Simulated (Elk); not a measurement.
# Does GdCu2Pb2 carry moments in Elk?, part 2 of 2

Wanted: the moments of GdCu2Pb2 and the energy gained by spin polarisation.

Elk 11.2.3 (patched build); LDA (Perdew-Wang); all-electron APW+lo, Dirac cores, scalar-relativistic bands.

So far. Step 2 (Start 1: ferro +): After 27 cycles the largest moment stands at 6.79 μB.

### 3. Run 2 (no spin polarisation)

This run holds no moments, which gives a state to set the others against.

Contents of elk.in:

```
tasks
  0

xctype
  3

rgkmax
  7.0

nempty
  8

swidth
  0.008

epsengy
  1e-05

maxscl
  100

lmaxi
  3

sppath
  './'

avec
  -3.91334690409 3.91334690409 9.99733150068
  3.91334690409 -3.91334690409 9.99733150068
  3.91334690409 3.91334690409 -9.99733150068

atoms
  3
  'Gd.in'
  1
  0.0000000000 0.0000000000 0.0000000000   0.000000 0.000000 0.000000
  'Cu.in'
  2
  0.2500000000 0.7500000000 0.5000000000   0.000000 0.000000 0.000000
  0.7500000000 0.2500000000 0.5000000000   0.000000 0.000000 0.000000
  'Pb.in'
  2
  0.3700527700 0.3700527700 0.0000000000   0.000000 0.000000 0.000000
  0.6299472300 0.6299472300 0.0000000000   0.000000 0.000000 0.000000

ngridk
  8 8 8
```

Run with:

```console
$ OMP_NUM_THREADS=4 elk
```

Numbers of over 12 decimals in the logs are rounded to 6 here.

Output:

```text
Warning(gndstate): the lowest level lies among the core levels :   -2.238230060      -2.422585302
 is it the species file's wish, or a core state in the basis a second time?
Warning(gndstate): core states of species 2 leak from the muffin-tin :   0.9086065397E-03
Warning(gndstate): core states of species 3 leak from the muffin-tin :   0.6542141470E-02

--- INFO.OUT ---
┌─────────────────────────┐
│ Elk code version 11.2.3 │
└─────────────────────────┘

All units are atomic (Hartree, Bohr, etc.)

┌─────────────────────────────────────────────────┐
│ Ground-state run starting from atomic densities │
└─────────────────────────────────────────────────┘

Lattice vectors :
  -3.913346904       3.913346904       9.997331501
   3.913346904      -3.913346904       9.997331501
   3.913346904       3.913346904      -9.997331501

Species : 1 (Gd)
 parameters loaded from : Gd.in
 name : gadolinium
 nuclear charge    :   -64.00000000
 electronic charge :    64.00000000
 atomic mass :    286649.2145
 muffin-tin radius :    2.800000000
 number of radial points in muffin-tin :    697
 inner part over the whole radius :   0.9876862568E-02
 number on inner part of muffin-tin    :    499
 approximate nuclear radius :   0.9600684756E-04
 number of mesh points to nuclear radius :    256
 atomic positions (lattice), magnetic fields (Cartesian) :
  1 :   0.00000000  0.00000000  0.00000000    0.00000000  0.00000000  0.00000000

Species : 2 (Cu)
 parameters loaded from : Cu.in
 name : copper
 nuclear charge    :   -29.00000000
 electronic charge :    29.00000000
 atomic mass :    115837.2717
 muffin-tin radius :    2.095795567
 number of radial points in muffin-tin :    497
 inner part over the whole radius :   0.9978062325E-02
 number on inner part of muffin-tin    :    350
 approximate nuclear radius :   0.7406004541E-04
 number of mesh points to nuclear radius :    170
 atomic positions (lattice), magnetic fields (Cartesian) :
  1 :   0.25000000 -0.25000000  0.50000000    0.00000000  0.00000000  0.00000000
  2 :  -0.25000000  0.25000000  0.50000000    0.00000000  0.00000000  0.00000000

Species : 3 (Pb)
 parameters loaded from : Pb.in
 name : lead
 nuclear charge    :   -82.00000000
 electronic charge :    82.00000000
 atomic mass :    377702.4943
 muffin-tin radius :    2.445094828
 number of radial points in muffin-tin :    697
 inner part over the whole radius :   0.9909558520E-02
 number on inner part of muffin-tin    :    499
 approximate nuclear radius :   0.1047603524E-03
 number of mesh points to nuclear radius :    265
 atomic positions (lattice), magnetic fields (Cartesian) :
  1 :   0.37005277  0.37005277  0.00000000    0.00000000  0.00000000  0.00000000
  2 :  -0.37005277 -0.37005277  0.00000000    0.00000000  0.00000000  0.00000000

Total number of atoms per unit cell :    5
Total muffin-tin volume :    291.5352617
 ratio of muffin-tin to unit cell volume :   0.4760475233

Spin treatment :
 spin-unpolarised

Number of Bravais lattice symmetries :   16
Number of crystal symmetries         :   16
Crystal has inversion symmetry
Real symmetric eigensolver will be used

k-point grid :      8     8     8
k-point offset :    0.000000000       0.000000000       0.000000000
k-point set is reduced with full crystal symmetry group
Total number of k-points :       59

Muffin-tin radius times maximum |G+k| :    7.000000000
 using average radius
Maximum |G+k| for APW functions       :    2.945686393
Maximum (1/2)|G+k|²                   :    4.338534163
Maximum |G| for potential and density :    12.00000000
Constant for pseudocharge density :    8
 order of it for each species :   15  15  15
 order of it for pair densities of each species (exact exchange by exxq0 0: 15) :   14   6  10
Radial integration step length :    1

G-vector grid sizes :     45    45    45
Number of G-vectors :    17803

Maximum angular momentum used for
 APW functions            :    8
 outer part of muffin-tin :    6
 inner part of muffin-tin :    3

Number of empty states         :     40
Total number of valence states :     81
Total number of core states    :    206

Third-order local-orbitals added for an l without core states : T
Total number of local-orbitals :    108

Exchange-correlation functional :      3     0     0
 Perdew-Wang/Ceperley-Alder, Phys. Rev. B 45, 13244 (1992)
 gradient requirement :    0
 local density approximation (LDA)

Smearing type :    3
 Fermi-Dirac
Smearing width :   0.8000000000E-02
Effective electronic temperature (K) :    2526.200198

Mixing type :    3
 Broyden mixing, J. Phys. A: Math. Gen. 17, L317 (1984)

Kohn-Sham potential initialised from atomic data

┌──────────────────────────────┐
│ Self-consistent loop started │
└──────────────────────────────┘

┌─────────────────┐
│ Loop number : 1 │
└─────────────────┘

Energies :
 Fermi                       :     0.199937
 sum of occupied eigenvalues :     -34700.706854726
 electron kinetic            :      64405.605832712
 core electron kinetic       :      63499.800556309
 Coulomb                     :     -119659.51061884
 Coulomb potential           :     -97337.131305747
 nuclear-nuclear             :     -5134.8289788419
 electron-nuclear            :     -131824.88603599
 Hartree                     :      17300.204395993
 Madelung                    :     -70990.944965970
 xc potential                :     -1769.1813816911
 exchange                    :     -1105.2313996270
 correlation                 :     -28.852973348761
 electron entropic           :    -0.40603926400983E-01
 total energy                :     -56388.029763034

Density of states at Fermi energy :    190.4802411
 (states/Hartree/unit cell)

Estimated indirect band gap :   0.7816016471E-03
 from k-point 19 to k-point 15
Estimated direct band gap   :   0.2504939122E-02
 at k-point 19

Charges :
 core                        :    206.0000000
 valence                     :    80.00000000
 interstitial                :    8.495058972
 muffin-tins (core leakage)
  species : 1 (Gd)
   atom 1                    :    68.57917530     (  0.5447141568E-05)
  species : 2 (Cu)
   atom 1                    :    24.73132905     (  0.1007436598E-02)
   atom 2                    :    24.73132905     (  0.1007436598E-02)
  species : 3 (Pb)
   atom 1                    :    79.73155381     (  0.6981496334E-02)
   atom 2                    :    79.73155381     (  0.6981496334E-02)
 total in muffin-tins        :    277.5049410
 total calculated charge     :    285.9830755
 total charge                :    286.0000000
 error                       :   0.1692452312E-01

[... earlier loops left out ...]

┌──────────────────┐
│ Loop number : 25 │
└──────────────────┘

Energies :
 Fermi                       :     0.353918
 sum of occupied eigenvalues :     -34671.308083813
 electron kinetic            :      64350.779567797
 core electron kinetic       :      63503.600909465
 Coulomb                     :     -119632.09351778
 Coulomb potential           :     -97521.001933411
 nuclear-nuclear             :     -5134.8289788419
 electron-nuclear            :     -131587.02347587
 Hartree                     :      17089.758936923
 Madelung                    :     -70871.592551079
 xc potential                :     -1501.0857181988
 exchange                    :     -1102.2729499370
 correlation                 :     -28.802653182128
 electron entropic           :    -0.80245014160100E-01
 total energy                :     -56412.469798121

Density of states at Fermi energy :    438.5950466
 (states/Hartree/unit cell)

Estimated indirect band gap :   0.2100833301E-04
 from k-point 5 to k-point 34
Estimated direct band gap   :   0.1551847360E-03
 at k-point 18

Charges :
 core                        :    206.0000000
 valence                     :    80.00000000
 interstitial                :    8.613806448
 muffin-tins (core leakage)
  species : 1 (Gd)
   atom 1                    :    62.22098295     (  0.6586275767E-05)
  species : 2 (Cu)
   atom 1                    :    27.71173472     (  0.9086065397E-03)
   atom 2                    :    27.71173472     (  0.9086065397E-03)
  species : 3 (Pb)
   atom 1                    :    79.87087058     (  0.6542141470E-02)
   atom 2                    :    79.87087058     (  0.6542141470E-02)
 total in muffin-tins        :    277.3861936
 total calculated charge     :    285.9838538
 total charge                :    286.0000000
 error                       :   0.1614615632E-01

┌──────────────────────────────┐
│ Self-consistent loop stopped │
└──────────────────────────────┘

Warning : the lowest level lies among the core levels :   -2.238230060      -2.422585302

Warning : core states of species 2 leak from the muffin-tin :   0.9086065397E-03

Warning : core states of species 3 leak from the muffin-tin :   0.6542141470E-02

Wrote STATE.OUT
```

It took 57 s on 4 threads of Arm Neoverse V1, shared host; peak memory 0.22 GiB; 3.6 min of CPU time.

Read from the output:

- density of states at the Fermi level: 16.12 states/eV/cell
- final state: non-magnetic (no spin polarisation)

It lies 5470 meV a seeded atom over the first start.

### 4. Ranking

These are free energies at a smearing of 0.218 eV, so its entropy term is in the differences. They are divided by the number of seeded atoms, so that cells of unlike size compare.

Orders:

```csv
start,final state,typed order kept,energy over the lowest (meV a seeded atom),largest sphere moment (μB),net moment (μB a primitive cell),DOS at the Fermi level (states/eV a primitive cell),mesh matched,CPU time (s)
ferro +,ferromagnetic,yes,0,6.795,6.827,2.321,yes,1580
no spin polarisation,non-magnetic,-,5470,0,0,16.12,yes,215.9
```

### 5. Results

| Property | Result |
| --- | --- |
| lower run | with moments |
| largest site moment | 6.79 μB |
| energy gained by spin polarisation | 5470 meV a seeded atom |

The crystal holds moments, up to 6.79 μB, and gains 5470 meV a seeded atom by them. No antiferromagnetic order was tried, so the session says nothing on how the moments order. The f shell is half filled, so the spin-only picture is fair.

[Logs and program files are shortened in this print: banners, set-up blocks, solver, clock and traceback lines can be left out without a mark of their own.]

[Logs are printed without paths, hosts, clocks, repeated set-up lines and the standing remarks that a program may print on its own settings, such as how far it seeks lower states.]

[Hosts, paths, dates, database ids (printed as entryN), source tags and the programs' standing remarks are cut or masked in the printed files.]

[Where a cell is said to come from a database of computed structures, the database is the Materials Project.]
